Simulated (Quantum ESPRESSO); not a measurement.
# NiS2 (Vaesite): which magnetic order is lowest, part 3 of 3

Aim: find out which collinear order of NiS2 (Vaesite) costs least.

Quantum ESPRESSO 7.5; PBEsol; plane waves with GBRV 1.5 PBEsol potentials, no spin-orbit coupling.

So far, absolute magnetization (μB): step 2 (start 1: ferro ++++) 1.12; step 3 (start 2: antiferro ++−−) 2.29; step 4 (start 3: ferri +++−) 2.01; step 6 (the lowest state again, with its states saved) 2.29.

### Step 7. Löwdin moments

Level of this step: PBEsol; plane waves with GBRV 1.5 PBEsol potentials, no spin-orbit coupling, projections on orthogonalised atomic orbitals (Quantum ESPRESSO).

projwfc.x projects the saved states on orthogonalised atomic orbitals of the pseudopotential files.

Log:

```text
[banner, memory and clock lines left out]
Program PROJWFC v.7.5 starts

     [... lines left out ...]
     IMPORTANT: XC functional enforced from input :
     Exchange-correlation= PBESOL
                           (   1   4  10   8   0   0   0)
     Any further DFT definition will be discarded
     Please, verify this is what you really want

     G-vector sticks info

     Check: negative core charge=   -0.000007

     Gaussian broadening (read from input): ngauss,degauss=   0    0.010000

     Calling projwave ....

  Problem Sizes
  natomwfc =           84
  nbnd     =           80
  nkstot   =           60
  npwx     =         5400
  nkb      =          216

     Atomic states used for projection
     (read from pseudopotential files):

     state #   1: atom   1 (Ni1), wfc  1 (l=0 m= 1)
     state #   2: atom   1 (Ni1), wfc  2 (l=1 m= 1)
     state #   3: atom   1 (Ni1), wfc  2 (l=1 m= 2)
     state #   4: atom   1 (Ni1), wfc  2 (l=1 m= 3)
     state #   5: atom   1 (Ni1), wfc  3 (l=2 m= 1)
     state #   6: atom   1 (Ni1), wfc  3 (l=2 m= 2)
     state #   7: atom   1 (Ni1), wfc  3 (l=2 m= 3)
     state #   8: atom   1 (Ni1), wfc  3 (l=2 m= 4)
     state #   9: atom   1 (Ni1), wfc  3 (l=2 m= 5)
     state #  10: atom   1 (Ni1), wfc  4 (l=0 m= 1)
     state #  11: atom   1 (Ni1), wfc  5 (l=1 m= 1)
     state #  12: atom   1 (Ni1), wfc  5 (l=1 m= 2)
     state #  13: atom   1 (Ni1), wfc  5 (l=1 m= 3)
     state #  14: atom   2 (Ni1), wfc  1 (l=0 m= 1)
[...]
state #  41: atom   4 (Ni2), wfc  2 (l=1 m= 1)
     state #  42: atom   4 (Ni2), wfc  2 (l=1 m= 2)
     state #  43: atom   4 (Ni2), wfc  2 (l=1 m= 3)
     state #  44: atom   4 (Ni2), wfc  3 (l=2 m= 1)
     state #  45: atom   4 (Ni2), wfc  3 (l=2 m= 2)
     state #  46: atom   4 (Ni2), wfc  3 (l=2 m= 3)
     state #  47: atom   4 (Ni2), wfc  3 (l=2 m= 4)
     state #  48: atom   4 (Ni2), wfc  3 (l=2 m= 5)
     state #  49: atom   4 (Ni2), wfc  4 (l=0 m= 1)
     state #  50: atom   4 (Ni2), wfc  5 (l=1 m= 1)
     state #  51: atom   4 (Ni2), wfc  5 (l=1 m= 2)
     state #  52: atom   4 (Ni2), wfc  5 (l=1 m= 3)
     state #  53: atom   5 (S  ), wfc  1 (l=0 m= 1)
     state #  54: atom   5 (S  ), wfc  2 (l=1 m= 1)
     state #  55: atom   5 (S  ), wfc  2 (l=1 m= 2)
     state #  56: atom   5 (S  ), wfc  2 (l=1 m= 3)
     state #  57: atom   6 (S  ), wfc  1 (l=0 m= 1)
     state #  58: atom   6 (S  ), wfc  2 (l=1 m= 1)
     state #  59: atom   6 (S  ), wfc  2 (l=1 m= 2)
     state #  60: atom   6 (S  ), wfc  2 (l=1 m= 3)
     state #  61: atom   7 (S  ), wfc  1 (l=0 m= 1)
     state #  62: atom   7 (S  ), wfc  2 (l=1 m= 1)
     state #  63: atom   7 (S  ), wfc  2 (l=1 m= 2)
     state #  64: atom   7 (S  ), wfc  2 (l=1 m= 3)
     state #  65: atom   8 (S  ), wfc  1 (l=0 m= 1)
     state #  66: atom   8 (S  ), wfc  2 (l=1 m= 1)
[...]
state #  73: atom  10 (S  ), wfc  1 (l=0 m= 1)
     state #  74: atom  10 (S  ), wfc  2 (l=1 m= 1)
     state #  75: atom  10 (S  ), wfc  2 (l=1 m= 2)
     state #  76: atom  10 (S  ), wfc  2 (l=1 m= 3)
     state #  77: atom  11 (S  ), wfc  1 (l=0 m= 1)
     state #  78: atom  11 (S  ), wfc  2 (l=1 m= 1)
     state #  79: atom  11 (S  ), wfc  2 (l=1 m= 2)
     state #  80: atom  11 (S  ), wfc  2 (l=1 m= 3)
     state #  81: atom  12 (S  ), wfc  1 (l=0 m= 1)
     state #  82: atom  12 (S  ), wfc  2 (l=1 m= 1)
     state #  83: atom  12 (S  ), wfc  2 (l=1 m= 2)
     state #  84: atom  12 (S  ), wfc  2 (l=1 m= 3)

 [... projections of the bands left out ...]

Lowdin Charges:

     Atom #   1: total charge =  18.5110, s =  2.5431, p =  7.3095, d =  8.6583,
                 spin up      =   9.4790, s =  1.2731,
                 spin up      =   9.4790, p =  3.6512, pz=  1.2171, px=  1.2173, py=  1.2167,
                 spin up      =   9.4790, d =  4.5547, dz2=  0.8740, dxz=  0.9384, dyz=  0.9324, dx2-y2=  0.8791, dxy=  0.9309,
                 spin down    =   9.0320, s =  1.2700,
[...]
spin down    =   9.0320, p =  3.6584, pz=  1.2196, px=  1.2196, py=  1.2192,
                 spin down    =   9.0320, d =  4.1036, dz2=  0.7326, dxz=  0.8655, dyz=  0.8857, dx2-y2=  0.7320, dxy=  0.8877,
                 polarization =   0.4470, s =  0.0031, p = -0.0072, d =  0.4511,
     Atom #   3: total charge =  18.5110, s =  2.5431, p =  7.3095, d =  8.6583,
                 spin up      =   9.0320, s =  1.2700,
                 spin up      =   9.0320, p =  3.6584, pz=  1.2196, px=  1.2196, py=  1.2192,
                 spin up      =   9.0320, d =  4.1036, dz2=  0.7326, dxz=  0.8655, dyz=  0.8857, dx2-y2=  0.7320, dxy=  0.8877,
                 spin down    =   9.4790, s =  1.2731,
                 spin down    =   9.4790, p =  3.6512, pz=  1.2171, px=  1.2173, py=  1.2167,
                 spin down    =   9.4790, d =  4.5547, dz2=  0.8740, dxz=  0.9384, dyz=  0.9324, dx2-y2=  0.8791, dxy=  0.9309,
                 polarization =  -0.4470, s = -0.0031, p =  0.0072, d = -0.4511,
     Atom #   4: total charge =  18.5110, s =  2.5431, p =  7.3095, d =  8.6583,
                 spin up      =   9.0320, s =  1.2700,
                 spin up      =   9.0320, p =  3.6584, pz=  1.2196, px=  1.2196, py=  1.2192,
                 spin up      =   9.0320, d =  4.1036, dz2=  0.7326, dxz=  0.8655, dyz=  0.8857, dx2-y2=  0.7320, dxy=  0.8877,
                 spin down    =   9.4790, s =  1.2731,
                 spin down    =   9.4790, p =  3.6512, pz=  1.2171, px=  1.2173, py=  1.2167,
                 spin down    =   9.4790, d =  4.5547, dz2=  0.8740, dxz=  0.9384, dyz=  0.9324, dx2-y2=  0.8791, dxy=  0.9309,
                 polarization =  -0.4470, s = -0.0031, p =  0.0072, d = -0.4511,
     Atom #   5: total charge =   5.6137, s =  1.6570, p =  3.9567, d =  0.0000,
                 spin up      =   2.7952, s =  0.8276,
                 spin up      =   2.7952, p =  1.9676, pz=  0.6492, px=  0.6489, py=  0.6695,
                 spin up      =   2.7952, d =  0.0000, dz2=  0.0000, dxz=  0.0000, dyz=  0.0000, dx2-y2=  0.0000, dxy=  0.0000,
                 spin down    =   2.8185, s =  0.8295,
                 spin down    =   2.8185, p =  1.9891, pz=  0.6688, px=  0.6689, py=  0.6513,
                 spin down    =   2.8185, d =  0.0000, dz2=  0.0000, dxz=  0.0000, dyz=  0.0000, dx2-y2=  0.0000, dxy=  0.0000,
                 polarization =  -0.0233, s = -0.0019, p = -0.0214, d =  0.0000,
     Atom #   6: total charge =   5.6137, s =  1.6570, p =  3.9567, d =  0.0000,
                 spin up      =   2.7952, s =  0.8276,
                 spin up      =   2.7952, p =  1.9676, pz=  0.6492, px=  0.6489, py=  0.6695,
                 spin up      =   2.7952, d =  0.0000, dz2=  0.0000, dxz=  0.0000, dyz=  0.0000, dx2-y2=  0.0000, dxy=  0.0000,
                 spin down    =   2.8185, s =  0.8295,
                 spin down    =   2.8185, p =  1.9891, pz=  0.6688, px=  0.6689, py=  0.6513,
                 spin down    =   2.8185, d =  0.0000, dz2=  0.0000, dxz=  0.0000, dyz=  0.0000, dx2-y2=  0.0000, dxy=  0.0000,
                 polarization =  -0.0233, s = -0.0019, p = -0.0214, d =  0.0000,
     Atom #   7: total charge =   5.6137, s =  1.6570, p =  3.9567, d =  0.0000,
                 spin up      =   2.8185, s =  0.8295,
                 spin up      =   2.8185, p =  1.9891, pz=  0.6688, px=  0.6689, py=  0.6513,
                 spin up      =   2.8185, d =  0.0000, dz2=  0.0000, dxz=  0.0000, dyz=  0.0000, dx2-y2=  0.0000, dxy=  0.0000,
                 spin down    =   2.7952, s =  0.8276,
                 spin down    =   2.7952, p =  1.9676, pz=  0.6492, px=  0.6489, py=  0.6695,
                 spin down    =   2.7952, d =  0.0000, dz2=  0.0000, dxz=  0.0000, dyz=  0.0000, dx2-y2=  0.0000, dxy=  0.0000,
                 polarization =   0.0233, s =  0.0019, p =  0.0214, d =  0.0000,
     Atom #   8: total charge =   5.6137, s =  1.6570, p =  3.9567, d =  0.0000,
                 spin up      =   2.8185, s =  0.8295,
                 spin up      =   2.8185, p =  1.9891, pz=  0.6688, px=  0.6689, py=  0.6513,
                 spin up      =   2.8185, d =  0.0000, dz2=  0.0000, dxz=  0.0000, dyz=  0.0000, dx2-y2=  0.0000, dxy=  0.0000,
                 spin down    =   2.7952, s =  0.8276,
                 spin down    =   2.7952, p =  1.9676, pz=  0.6492, px=  0.6489, py=  0.6695,
                 spin down    =   2.7952, d =  0.0000, dz2=  0.0000, dxz=  0.0000, dyz=  0.0000, dx2-y2=  0.0000, dxy=  0.0000,
                 polarization =   0.0233, s =  0.0019, p =  0.0214, d =  0.0000,
     Atom #   9: total charge =   5.6137, s =  1.6570, p =  3.9567, d =  0.0000,
                 spin up      =   2.7952, s =  0.8276,
                 spin up      =   2.7952, p =  1.9676, pz=  0.6492, px=  0.6489, py=  0.6695,
                 spin up      =   2.7952, d =  0.0000, dz2=  0.0000, dxz=  0.0000, dyz=  0.0000, dx2-y2=  0.
```

Wall time 3.2 s (4 MPI ranks of AMD EPYC 9R45 (Zen 5), shared host); peak memory 0.47 GiB.

| atom | moment in the sphere (μB) | Löwdin moment (μB) | Löwdin charge (e) |
| --- | --- | --- | --- |
| Ni1 | 0.460 | 0.447 | 18.511 |
| Ni2 | 0.460 | 0.447 | 18.511 |
| Ni3 | -0.460 | -0.447 | 18.511 |
| Ni4 | -0.460 | -0.447 | 18.511 |
| S5 | -0.013 | -0.023 | 5.614 |
| S6 | -0.013 | -0.023 | 5.614 |
| S7 | 0.013 | 0.023 | 5.614 |
| S8 | 0.013 | 0.023 | 5.614 |
| S9 | -0.013 | -0.023 | 5.614 |
| S10 | -0.013 | -0.023 | 5.614 |
| S11 | 0.013 | 0.023 | 5.614 |
| S12 | 0.013 | 0.023 | 5.614 |

### Step 8. Summary of results

| Item | Value |
| --- | --- |
| lowest state found | antiferromagnetic (from antiferro ++--) |
| largest site moment | 0.460 μB |
| next state with moments | ferrimagnetic, 0.887 meV a seeded atom higher |

What this shows: The two lowest states lie so close that the mesh, the smearing, the functional or spin–orbit coupling could swap them. The smearing terms TS of the orders run from 17 to 21 meV a seeded atom, so the differences would change at a smaller width: an order with a larger TS is lowered more by the smearing. The largest moment reads 0.46 μB in the sphere and 0.45 μB by Löwdin projection; a site moment hangs on how space is shared out. This is the lowest of 3 collinear or spinless starts, no proof of the ground state. No Hubbard term acts here. In such compounds local and semilocal functionals without one often delocalise the d electrons, and can shrink or lose moments and miss the size, sign and order of the couplings.

[Logs and program files are shortened in this print: banners, set-up blocks, solver, clock and traceback lines can be left out without a mark of their own.]

[Logs are printed without paths, hosts, clocks, repeated set-up lines and the standing remarks that a program may print on its own settings, such as how far it seeks lower states.]

[Hosts, paths, dates, database ids (printed as entryN), source tags and the programs' standing remarks are cut or masked in the printed files.]

[Where a cell is said to come from a database of computed structures, the database is the Materials Project.]
